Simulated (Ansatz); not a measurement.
## Site preference of N in place of C in CdSe(11-20)/C(110) interface (60 atoms)

Aim: make N in place of C at several sites of CdSe(11-20)/C(110) interface (60 atoms), relax each, and compare their energies.

Method: Kohn-Sham DFT, PBE, PAW (set soft_1, large core), plane waves, in Ansatz 0.2.0.

## (1) Set-up

The cell holds 60 atoms: 6 Cd, 6 Se and 48 C. Its edges and angles: a = 7.010 Å, b = 7.448 Å, c = 12.063 Å, α = 90.0°, β = 90.0°, γ = 90.0°. It derives from CdSe and C. Wurtzite CdSe(11-20), 3 repeat layers, 1 surface cells, strained +0.00 and -0.00 %; diamond-structure C(110), 4 layers, 6 cells, -1.74 and -1.57 %; outer planes 1.94 Å apart and 1.99 Å at the second interface of the periodic stack; not relaxed, displaced by a Gaussian of 0.02 Å. Regions: CdSe, 12 atoms (6 Cd and 6 Se); C, 48 atoms (48 C).

## (2) Single point at the start

A single point comes first, to see the forces before anything moves.

Contents of input.yaml:

```yaml
crystal:
  lattice:
    - [7.01, 0.0, 0.0]
    - [0.0, 7.4478, 0.0]
    - [0.0, 0.0, 12.06332]
  atoms:
    - { symbol: Cd, position: [0.99914, 0.99722, 0.00113] }
    - { symbol: Se, position: [0.87736, 0.66358, 0.99957] }
    - { symbol: Cd, position: [0.50707, 0.66505, 0.00036] }
    - { symbol: Se, position: [0.37581, 0.00259, 0.99894] }
    - { symbol: Cd, position: [0.998, 0.49806, 0.18029] }
    - { symbol: Se, position: [0.87461, 0.16615, 0.17761] }
    - { symbol: Cd, position: [0.49677, 0.16664, 0.17698] }
    - { symbol: Se, position: [0.37159, 0.50082, 0.17961] }
    - { symbol: Cd, position: [0.99752, 0.99619, 0.35599] }
    - { symbol: Se, position: [0.87244, 0.66504, 0.35634] }
    - { symbol: Cd, position: [0.50364, 0.66754, 0.35515] }
    - { symbol: Se, position: [0.38154, 0.99965, 0.3551] }
    - { symbol: C, position: [0.0568, 0.49735, 0.52] }
    - { symbol: C, position: [0.6742, 0.33044, 0.5196] }
    - { symbol: C, position: [0.80289, 0.33584, 0.62506] }
    - { symbol: C, position: [0.92796, 0.50313, 0.62437] }
    - { symbol: C, position: [0.05328, 0.49946, 0.72838] }
    - { symbol: C, position: [0.67999, 0.33349, 0.72875] }
    - { symbol: C, position: [0.8028, 0.33114, 0.83734] }
    - { symbol: C, position: [0.92557, 0.49804, 0.83346] }
    - { symbol: C, position: [0.05117, 0.83143, 0.51693] }
    - { symbol: C, position: [0.67861, 0.66626, 0.51495] }
    - { symbol: C, position: [0.80534, 0.66371, 0.62287] }
    - { symbol: C, position: [0.92717, 0.83589, 0.62651] }
    - { symbol: C, position: [0.05214, 0.83469, 0.72879] }
    - { symbol: C, position: [0.67693, 0.67169, 0.73001] }
    - { symbol: C, position: [0.80644, 0.66241, 0.83537] }
    - { symbol: C, position: [0.9253, 0.83094, 0.83701] }
    - { symbol: C, position: [0.5519, 0.49378, 0.51655] }
    - { symbol: C, position: [0.17587, 0.33186, 0.51853] }
    - { symbol: C, position: [0.30321, 0.33377, 0.62312] }
    - { symbol: C, position: [0.43081, 0.4957, 0.62444] }
    - { symbol: C, position: [0.55411, 0.50121, 0.72979] }
    - { symbol: C, position: [0.18279, 0.33377, 0.72599] }
    - { symbol: C, position: [0.30119, 0.32979, 0.8355] }
    - { symbol: C, position: [0.42575, 0.50132, 0.83784] }
    - { symbol: C, position: [0.04632, 0.16852, 0.51798] }
    - { symbol: C, position: [0.67872, 0.99789, 0.51367] }
    - { symbol: C, position: [0.80225, 0.00103, 0.62365] }
    - { symbol: C, position: [0.92652, 0.16699, 0.62333] }
    - { symbol: C, position: [0.05386, 0.16556, 0.73038] }
    - { symbol: C, position: [0.67405, 0.00114, 0.72662] }
    - { symbol: C, position: [0.79827, 0.00208, 0.83529] }
    - { symbol: C, position: [0.9329, 0.1646, 0.83356] }
    - { symbol: C, position: [0.55576, 0.83344, 0.51743] }
    - { symbol: C, position: [0.17809, 0.66429, 0.5173] }
    - { symbol: C, position: [0.30724, 0.6683, 0.62255] }
    - { symbol: C, position: [0.42753, 0.83023, 0.62251] }
    - { symbol: C, position: [0.55269, 0.83444, 0.73131] }
    - { symbol: C, position: [0.1752, 0.66783, 0.72962] }
    - { symbol: C, position: [0.30348, 0.6685, 0.83157] }
    - { symbol: C, position: [0.42906, 0.83071, 0.83598] }
    - { symbol: C, position: [0.55213, 0.17086, 0.51908] }
    - { symbol: C, position: [0.17313, 0.00293, 0.51732] }
    - { symbol: C, position: [0.30354, 0.002, 0.62286] }
    - { symbol: C, position: [0.42779, 0.16836, 0.62297] }
    - { symbol: C, position: [0.55299, 0.16557, 0.72894] }
    - { symbol: C, position: [0.17852, 0.00124, 0.72823] }
    - { symbol: C, position: [0.30196, 0.00533, 0.83336] }
    - { symbol: C, position: [0.42645, 0.16842, 0.83505] }
kpoints:
  mp_grid: { grid: [2, 2, 1] }
hamiltonian:
  xc: pbe
  pseudopotentials: { kind: paw, core: large, azcp: { folder: soft_1 } }
scf:
  occupations: { method: fermi_dirac, width: 0.025 }
output:
  forces: true
```

On the command line:

```sh
ansatz run input.yaml --threads 4 --pin off --max-ram 8192MiB --backend cpu --events-out ev --progress --plain --runs-dir out
```

Numbers of over 12 decimals in the logs are rounded to 6 here.

What it wrote:

```text
Engine: ansatz 0.2.0, aarch64-unknown-linux-gnu
Pseudopotentials: kind: paw
Pseudopotential: Cd, paw, valence charge 20, recommended cutoff 420 eV (normal), soft_1/Cd.paw.azcp
Pseudopotential: Se, paw, valence charge 6, recommended cutoff 420 eV (normal), soft_1/Se.paw.azcp#standard-large-core
Pseudopotential: C, paw, valence charge 4, recommended cutoff 420 eV (normal), soft_1/C.paw.azcp
[... 5 lines on functional and potentials left out ...]
Crystal: 60 atoms, lattice volume = 629.815 Å³
Basis set: ecut = 420 eV, 12319 PW (Γ), exchange–correlation on 96×100×162 points (8 copies of the dense FFT grid, shifted against one another)
Bands: 234, of which v1, the nominal top of the filled ones, is band 174 counted from 1 (173 counted from 0)
Symmetry: 1 space group operations
Space group: P1 (ITA 1), of the structure as read, at distance tolerance 8.6e-5 Å
k-points: 4
[... 7 lines on functional and potentials left out ...]
Initial density: superposition of atomic densities (chi_scale 0.1, normalization cell, long waves of neutral atoms (reshape's long-wave potential 3.79 eV rms, cloud 2.64 Å wide))
Initial wavefunctions: pseudopotential atomic-orbital guess
Functional: x = pbe(κ = 0.804, μ = 0.219515), c = pbe(β = 0.066725)
SCF iter   1: F=—  HF=-77013.072134 eV  |F-HF|=—  |Δ(HF+E_count)|=         —  Δρ=1.00e-1  dr2=9.02e1  ethr=3.10e-3  ⟨swp⟩=8.5  Hψ=4644  notcnv=0  defer=152
preconditioner: auto → LDOS  [metal: Δε(μ)=0.042 eV  Ē_g=14.237 eV  σ=0.025 eV  W_gap=0.38  n_scr=160 (ndim 8)  ℏωp=25.6 eV  f_vac=0.035  D(μ)=13.46/eV (n_scr^D=70)  β→1.0]
SCF iter   2: F=—  HF=-76999.663951 eV  |F-HF|=—  |Δ(HF+E_count)|=    1.34e1  Δρ=5.78e-2  dr2=1.99e1  ethr=3.10e-3  ⟨swp⟩=4.0  Hψ=2217  notcnv=0  defer=195
SCF iter   3: F=—  HF=-76995.013632 eV  |F-HF|=—  |Δ(HF+E_count)|=    4.65e0  Δρ=2.07e-2  dr2=2.78e0  ethr=3.10e-3  ⟨swp⟩=3.0  Hψ=2299  notcnv=0  defer=188
SCF iter   4: F=—  HF=-76994.290605 eV  |F-HF|=—  |Δ(HF+E_count)|=   7.23e-1  Δρ=7.16e-3  dr2=4.78e-1  ethr=7.99e-4  ⟨swp⟩=2.0  Hψ=1814  notcnv=0  defer=194
SCF iter   5: F=—  HF=-76994.257137 eV  |F-HF|=—  |Δ(HF+E_count)|=   3.35e-2  Δρ=4.28e-3  dr2=1.67e-1  ethr=1.37e-4  ⟨swp⟩=3.0  Hψ=1234  notcnv=0  defer=194
SCF iter   6: F=—  HF=-76994.236734 eV  |F-HF|=—  |Δ(HF+E_count)|=   2.04e-2  Δρ=1.86e-3  dr2=3.29e-2  ethr=4.81e-5  ⟨swp⟩=2.2  Hψ=1200  notcnv=0  defer=194
SCF iter   7: F=—  HF=-76994.232540 eV  |F-HF|=—  |Δ(HF+E_count)|=   4.19e-3  Δρ=7.93e-4  dr2=6.51e-3  ethr=9.45e-6  ⟨swp⟩=2.2  Hψ=1142  notcnv=0  defer=194
SCF iter   8: F=—  HF=-76994.232112 eV  |F-HF|=—  |Δ(HF+E_count)|=   4.28e-4  Δρ=3.82e-4  dr2=1.48e-3  ethr=1.87e-6  ⟨swp⟩=2.0  Hψ=1249  notcnv=0  defer=194
SCF iter   9: F=—  HF=-76994.231998 eV  |F-HF|=—  |Δ(HF+E_count)|=   1.14e-4  Δρ=2.08e-4  dr2=4.70e-4  ethr=4.25e-7  ⟨swp⟩=2.2  Hψ=1252  notcnv=0  defer=194
SCF iter  10: F=—  HF=-76994.231818 eV  |F-HF|=—  |Δ(HF+E_count)|=   1.80e-4  Δρ=9.38e-5  dr2=9.22e-5  ethr=1.35e-7  ⟨swp⟩=2.0  Hψ=1007  notcnv=0  defer=194
SCF iter  11: F=—  HF=-76994.231775 eV  |F-HF|=—  |Δ(HF+E_count)|=   4.35e-5  Δρ=4.26e-5  dr2=1.84e-5  ethr=2.65e-8  ⟨swp⟩=2.0  Hψ=1039  notcnv=0  defer=194
SCF iter  12: F=—  HF=-76994.231773 eV  |F-HF|=—  |Δ(HF+E_count)|=   1.39e-6  Δρ=1.87e-5  dr2=3.46e-6  ethr=5.30e-9  ⟨swp⟩=2.0  Hψ=1250  notcnv=0  defer=194
SCF iter  13: F=—  HF=-76994.231773 eV  |F-HF|=—  |Δ(HF+E_count)|=   2.16e-7  Δρ=1.06e-5  dr2=1.11e-6  ethr=9.95e-10  ⟨swp⟩=3.0  Hψ=1272  notcnv=0  defer=194
SCF iter  14: F=—  HF=-76994.231773 eV  |F-HF|=—  |Δ(HF+E_count)|=   8.98e-8  Δρ=5.90e-6  dr2=3.78e-7  ethr=3.20e-10  ⟨swp⟩=2.2  Hψ=1220  notcnv=0  defer=194
SCF iter  15: F=-76994.231773 eV  HF=-76994.231773 eV  |F-HF|=5.16e-8  |Δ(HF+E_count)|=   3.55e-8  Δρ=2.64e-6  dr2=6.71e-8  ethr=2.87e-11  ⟨swp⟩=3.0  Hψ=3351  notcnv=0
SCF 1 converged in 15 iterations: F = -76994.231773 eV  dr2 = 6.71e-8
  greatest PAW one-centre occupation: 1.000 electrons in one spin orbital (limit 2), on the Cd atom at site 4 (counted from 0), in its partial waves of l = 0
SCF converged after 15 iterations
Free energy (F): -76994.231773 eV
Harris-Foulkes:  -76994.231773 eV  (|F-HF|=5.16e-8)
Internal energy: -76994.182330 eV  (E = F + TS)
E sigma→0 (E₀):  -76994.207051 eV
Entropy (-TS):   -0.049443 eV (-0.824 meV/atom)
Fermi energy:    9.630622 eV
--- Per-component energies (eV) ---
  E_band       = -2660.371249
  E_kinetic    = 7493.321697
  E_local      = -33557.683710  (includes V_loc(G=0)·N_el)
  E_nonlocal   = 2118.709203
  E_hartree    = 14750.281674
  E_xc         = -4159.466934
  E_vxc        = -4451.623050  (∫ρ·V_xc dr)
  E_paw        = -42801.757185  (= ΣΔE_a)
  E_vpaw       = -3763.665498  (= ΣTr[D̂ρ^β])
  E_aug_tail   = 0.003059  (compensation charges beyond the density's cutoff)
  E_ewald      = -20837.590134
  E_smearing   = -0.049443  (= −TS)
  E_closure    = 0.000000  (closes the sum)
  Σ components = -76994.231773   (vs F -76994.231773, Δ=0.00e0)
--- Forces (eV/Å), atoms counted from 1 ---
  atom   1  Cd     0.07620391     0.97554118     0.42084366
  atom   2  Se    -0.16558956    -0.50637179     2.18221689
  atom   3  Cd    -0.23835457    -0.90262050     0.56839597
  atom   4  Se    -0.44607475     0.28161760     1.94911895
  atom   5  Cd     0.20549603    -0.62328913     0.00921441
  atom   6  Se    -0.15320597    -0.30434510    -0.03264915
  atom   7  Cd     0.26885419     0.70062588     0.11154043
  atom   8  Se    -0.00663718     0.24579008    -0.20654289
  atom   9  Cd    -1.80830077     1.00876204    -1.44364300
  atom  10  Se    -0.35568430    -0.74496119     0.36930133
  atom  11  Cd    -2.32224836    -1.01758513    -1.54880455
  atom  12  Se    -0.94609365     0.79601517     0.26730999
  atom  13  C      3.37377914     0.40842049     0.75037294
  atom  14  C     -2.79938102     0.77614463     0.68279455
[...]
atom  59  C      3.58688096    -1.71965149    -1.23821064
  atom  60  C     -2.25066589     0.33426834    -1.87048782
  max |Σ_I F_I| component: 4.49e-5 eV/Å
```

Wall time 16 s (4 threads of Arm Neoverse V2, shared host); peak memory 2.7 GiB.

The column dr2 measures how far the density is from self-consistency, as an energy; F and HF (Harris–Foulkes) agree once it is small.

The program notes that potentials were chosen by core size.

The r.m.s. force at the start is 1.5 eV/Å.

## (3) Relaxation

With the cell held, the atoms are moved downhill towards a nearby minimum.

Contents of input.yaml:

```yaml
crystal:
  lattice:
    - [7.01, 0.0, 0.0]
    - [0.0, 7.4478, 0.0]
    - [0.0, 0.0, 12.06332]
  atoms:
    [... the 60 atom lines of step 2 ...]
kpoints:
  mp_grid: { grid: [2, 2, 1] }
hamiltonian:
  xc: pbe
  pseudopotentials: { kind: paw, core: large, azcp: { folder: soft_1 } }
scf:
  occupations: { method: fermi_dirac, width: 0.025 }
output:
  forces: true
relax:
  f_tol: 0.05
  max_steps: 120
```

What it wrote:

```text
[...]
Crystal: 60 atoms, lattice volume = 629.815 Å³
Basis set: ecut = 420 eV, 12319 PW (Γ), exchange–correlation on 96×100×162 points (8 copies of the dense FFT grid, shifted against one another)
Bands: 234, of which v1, the nominal top of the filled ones, is band 174 counted from 1 (173 counted from 0)
Symmetry: 1 space group operations
[...]
k-points: 4
[...]
SCF iter   1: F=—  HF=-77013.072135 eV  |F-HF|=—  |Δ(HF+E_count)|=         —  Δρ=1.00e-1  dr2=9.02e1  ethr=3.10e-3  ⟨swp⟩=8.5  Hψ=4644  notcnv=0  defer=152
[...]
SCF iter  10: F=—  HF=-76994.231782 eV  |F-HF|=—  |Δ(HF+E_count)|=   3.92e-5  Δρ=8.97e-5  dr2=8.36e-5  ethr=1.26e-7  ⟨swp⟩=2.0  Hψ=906  notcnv=0  defer=194
SCF iter  11: F=-76994.231762 eV  HF=-76994.231775 eV  |F-HF|=1.33e-5  |Δ(HF+E_count)|=   6.80e-6  Δρ=4.11e-5  dr2=1.70e-5  ethr=1.80e-8  ⟨swp⟩=4.0  Hψ=2482  notcnv=0
SCF 1 converged in 11 iterations: F = -76994.231762 eV  dr2 = 1.70e-5
[...]
relax step   1: F+E_penalty+E_count = -76994.23176160 eV  Δ(F+E_penalty+E_count) = +0.000e0 eV  max|allowed force component| = 3.887e0 eV/Å  Δτ_max = 0.0000 Å  (11 SCF iters, dr2 threshold 6.25e-5 eV, accepted)
[...]
relax step   2: F+E_penalty+E_count = -77000.06423630 eV  Δ(F+E_penalty+E_count) = -5.832e0 eV  max|allowed force component| = 2.355e0 eV/Å  Δτ_max = 0.1946 Å  (7 SCF iters, dr2 threshold 1.00e-4 eV, accepted)
[...]
relax step   3: F+E_penalty+E_count = -77003.15753873 eV  Δ(F+E_penalty+E_count) = -3.093e0 eV  max|allowed force component| = 9.178e-1 eV/Å  Δτ_max = 0.1934 Å  (7 SCF iters, dr2 threshold 1.00e-4 eV, accepted)
relax step   4: F+E_penalty+E_count = -77004.12753776 eV  Δ(F+E_penalty+E_count) = -9.700e-1 eV  max|allowed force component| = 5.818e-1 eV/Å  Δτ_max = 0.1950 Å  (7 SCF iters, dr2 threshold 1.00e-4 eV, accepted)
relax step   5: F+E_penalty+E_count = -77004.79729681 eV  Δ(F+E_penalty+E_count) = -6.698e-1 eV  max|allowed force component| = 8.605e-1 eV/Å  Δτ_max = 0.1995 Å  (6 SCF iters, dr2 threshold 5.14e-5 eV, accepted)
relax step   6: F+E_penalty+E_count = -77005.22324210 eV  Δ(F+E_penalty+E_count) = -4.259e-1 eV  max|allowed force component| = 5.000e-1 eV/Å  Δτ_max = 0.1949 Å  (6 SCF iters, dr2 threshold 1.00e-4 eV, accepted)
relax step   7: F+E_penalty+E_count = -77005.51471466 eV  Δ(F+E_penalty+E_count) = -2.915e-1 eV  max|allowed force component| = 4.961e-1 eV/Å  Δτ_max = 0.1933 Å  (6 SCF iters, dr2 threshold 8.44e-5 eV, accepted)
relax step   8: F+E_penalty+E_count = -77005.82797306 eV  Δ(F+E_penalty+E_count) = -3.133e-1 eV  max|allowed force component| = 5.594e-1 eV/Å  Δτ_max = 0.1920 Å  (6 SCF iters, dr2 threshold 8.31e-5 eV, accepted)
relax step   9: F+E_penalty+E_count = -77006.15457698 eV  Δ(F+E_penalty+E_count) = -3.266e-1 eV  max|allowed force component| = 6.093e-1 eV/Å  Δτ_max = 0.1950 Å  (6 SCF iters, dr2 threshold 1.00e-4 eV, accepted)
relax step  10: F+E_penalty+E_count = -77006.51159691 eV  Δ(F+E_penalty+E_count) = -3.570e-1 eV  max|allowed force component| = 5.115e-1 eV/Å  Δτ_max = 0.1949 Å  (6 SCF iters, dr2 threshold 1.00e-4 eV, accepted)
relax step  11: F+E_penalty+E_count = -77006.81521398 eV  Δ(F+E_penalty+E_count) = -3.036e-1 eV  max|allowed force component| = 3.606e-1 eV/Å  Δτ_max = 0.1992 Å  (6 SCF iters, dr2 threshold 1.00e-4 eV, accepted)
relax step  12: F+E_penalty+E_count = -77007.03730036 eV  Δ(F+E_penalty+E_count) = -2.221e-1 eV  max|allowed force component| = 3.296e-1 eV/Å  Δτ_max = 0.1948 Å  (6 SCF iters, dr2 threshold 6.46e-5 eV, accepted)
relax step  13: F+E_penalty+E_count = -77007.21518889 eV  Δ(F+E_penalty+E_count) = -1.779e-1 eV  max|allowed force component| = 3.023e-1 eV/Å  Δτ_max = 0.1950 Å  (7 SCF iters, dr2 threshold 5.40e-5 eV, accepted)
relax step  14: F+E_penalty+E_count = -77007.34923189 eV  Δ(F+E_penalty+E_count) = -1.340e-1 eV  max|allowed force component| = 3.024e-1 eV/Å  Δτ_max = 0.1953 Å  (6 SCF iters, dr2 threshold 7.63e-5 eV, accepted)
relax step  15: F+E_penalty+E_count = -77007.47922351 eV  Δ(F+E_penalty+E_count) = -1.300e-1 eV  max|allowed force component| = 2.568e-1 eV/Å  Δτ_max = 0.1950 Å  (8 SCF iters, dr2 threshold 7.69e-5 eV, accepted)
relax step  16: F+E_penalty+E_count = -77007.55577631 eV  Δ(F+E_penalty+E_count) = -7.655e-2 eV  max|allowed force component| = 2.951e-1 eV/Å  Δτ_max = 0.2000 Å  (8 SCF iters, dr2 threshold 4.76e-5 eV, accepted)
relax step  17: F+E_penalty+E_count = -77007.60807164 eV  Δ(F+E_penalty+E_count) = -5.230e-2 eV  max|allowed force component| = 3.424e-1 eV/Å  Δτ_max = 0.1936 Å  (8 SCF iters, dr2 threshold 6.28e-5 eV, accepted)
relax step  18: F+E_penalty+E_count = -77007.63898682 eV  Δ(F+E_penalty+E_count) = -3.092e-2 eV  max|allowed force component| = 2.390e-1 eV/Å  Δτ_max = 0.0876 Å  (7 SCF iters, dr2 threshold 1.00e-4 eV, accepted)
relax step  19: F+E_penalty+E_count = -77007.68753131 eV  Δ(F+E_penalty+E_count) = -4.854e-2 eV  max|allowed force component| = 3.650e-1 eV/Å  Δτ_max = 0.1956 Å  (8 SCF iters, dr2 threshold 2.78e-5 eV, accepted)
relax step  20: F+E_penalty+E_count = -77007.75529297 eV  Δ(F+E_penalty+E_count) = -6.776e-2 eV  max|allowed force component| = 3.314e-1 eV/Å  Δτ_max = 0.1950 Å  (8 SCF iters, dr2 threshold 6.49e-5 eV, accepted)
relax step  21: F+E_penalty+E_count = -77007.82875546 eV  Δ(F+E_penalty+E_count) = -7.346e-2 eV  max|allowed force component| = 1.620e-1 eV/Å  Δτ_max = 0.1952 Å  (6 SCF iters, dr2 threshold 9.05e-5 eV, accepted)
relax step  22: F+E_penalty+E_count = -77007.89355272 eV  Δ(F+E_penalty+E_count) = -6.480e-2 eV  max|allowed force component| = 1.992e-1 eV/Å  Δτ_max = 0.1942 Å  (9 SCF iters, dr2 threshold 6.26e-6 eV, accepted)
relax step  23: F+E_penalty+E_count = -77007.99001674 eV  Δ(F+E_penalty+E_count) = -9.646e-2 eV  max|allowed force component| = 3.513e-1 eV/Å  Δτ_max = 0.1955 Å  (10 SCF iters, dr2 threshold 9.48e-6 eV, accepted)
relax step  24: F+E_penalty+E_count = -77008.12921732 eV  Δ(F+E_penalty+E_count) = -1.392e-1 eV  max|allowed force component| = 4.851e-1 eV/Å  Δτ_max = 0.1958 Å  (7 SCF iters, dr2 threshold 1.00e-4 eV, accepted)
relax step  25: F+E_penalty+E_count = -77008.19236075 eV  Δ(F+E_penalty+E_count) = -6.314e-2 eV  max|allowed force component| = 7.256e-1 eV/Å  Δτ_max = 0.1915 Å  (8 SCF iters, dr2 threshold 1.00e-4 eV, accepted)
relax step  26: F+E_penalty+E_count = -77008.29013067 eV  Δ(F+E_penalty+E_count) = -9.777e-2 eV  max|allowed force component| = 3.063e-1 eV/Å  Δτ_max = 0.1102 Å  (6 SCF iters, dr2 threshold 1.00e-4 eV, accepted)
relax step  27: F+E_penalty+E_count = -77008.34746754 eV  Δ(F+E_penalty+E_count) = -5.734e-2 eV  max|allowed force component| = 2.390e-1 eV/Å  Δτ_max = 0.1836 Å  (8 SCF iters, dr2 threshold 1.67e-5 eV, accepted)
relax step  28: F+E_penalty+E_count = -77008.44633344 eV  Δ(F+E_penalty+E_count) = -9.887e-2 eV  max|allowed force component| = 3.890e-1 eV/Å  Δτ_max = 0.1971 Å  (7 SCF iters, dr2 threshold 1.02e-5 eV, accepted)
relax step  29: F+E_penalty+E_count = -77008.54609828 eV  Δ(F+E_penalty+E_count) = -9.976e-2 eV  max|allowed force component| = 4.063e-1 eV/Å  Δτ_max = 0.1948 Å  (6 SCF iters, dr2 threshold 9.21e-5 eV, accepted)
relax step  30: F+E_penalty+E_count = -77008.59147711 eV  Δ(F+E_penalty+E_count) = -4.538e-2 eV  max|allowed force component| = 2.224e-1 eV/Å  Δτ_max = 0.0866 Å  (5 SCF iters, dr2 threshold 1.00e-4 eV, accepted)
relax step  31: F+E_penalty+E_count = -77008.60662956 eV  Δ(F+E_penalty+E_count) = -1.515e-2 eV  max|allowed force component| = 9.823e-2 eV/Å  Δτ_max = 0.0643 Å  (5 SCF iters, dr2 threshold 1.48e-5 eV, accepted)
relax step  32: F+E_penalty+E_count = -77008.60953872 eV  Δ(F+E_penalty+E_count) = -2.909e-3 eV  max|allowed force component| = 5.569e-2 eV/Å  Δτ_max = 0.0201 Å  (7 SCF iters, accepted)
[...]
relax step  33: F+E_penalty+E_count = -77008.61102127 eV  Δ(F+E_penalty+E_count) = -1.483e-3 eV  max|allowed force component| = 3.875e-2 eV/Å  Δτ_max = 0.0138 Å  (7 SCF iters, accepted)
SCF converged after 7 iterations
Free energy (F): -77008.611021 eV
[...]
Internal energy: -77008.596437 eV  (E = F + TS)
E sigma→0 (E₀):  -77008.603729 eV
Entropy (-TS):   -0.014584 eV (-0.243 meV/atom)
Fermi energy:    9.803547 eV
[...]
Σ components = -77008.611021   (vs F -77008.611021, Δ=0.00e0)
--- Forces (eV/Å), atoms counted from 1 ---
  atom   1  Cd     0.00475910    -0.00230596    -0.00234215
  atom   2  Se     0.02568506    -0.00493965     0.00969629
  atom   3  Cd     0.00263821     0.01132255     0.00117960
  atom   4  Se    -0.00037296     0.01241577    -0.00208262
[...]
atom  60  C      0.00948336    -0.02538669     0.02949596
  max |Σ_I F_I| component: 1.04e-4 eV/Å
--- Relaxed structure (33 steps of the walk, 33 accepted, 0 SCFs on fresh bases) ---
  F+E_penalty+E_count = -77008.61102127 eV   max|allowed force component| = 3.875e-2 eV/Å
  atoms:
    - { symbol: Cd, position: [0.652881, 0.961128, -0.015343] }
    - { symbol: Se, position: [0.667305, 0.548993, 0.954692] }
    - { symbol: Cd, position: [0.167582, 0.591878, -0.017610] }
    - { symbol: Se, position: [0.186267, -0.00688237, 0.977008] }
[...]
- { symbol: C, position: [0.459643, 0.172794, 0.830666] }
```

The job ended after 5.3 min (4 threads; peak memory 2.8 GiB).

The relaxation converged after 33 steps, 14.4 eV below its start, with a largest force component of 0.039 eV/Å.

[end of part 1 of 3]

[Logs are printed without paths, hosts, clocks, repeated set-up lines and the standing remarks that a program may print on its own settings, such as how far it seeks lower states.]

[Hosts, paths, dates, database ids (printed as entryN), source tags and the programs' standing remarks are cut or masked in the printed files.]
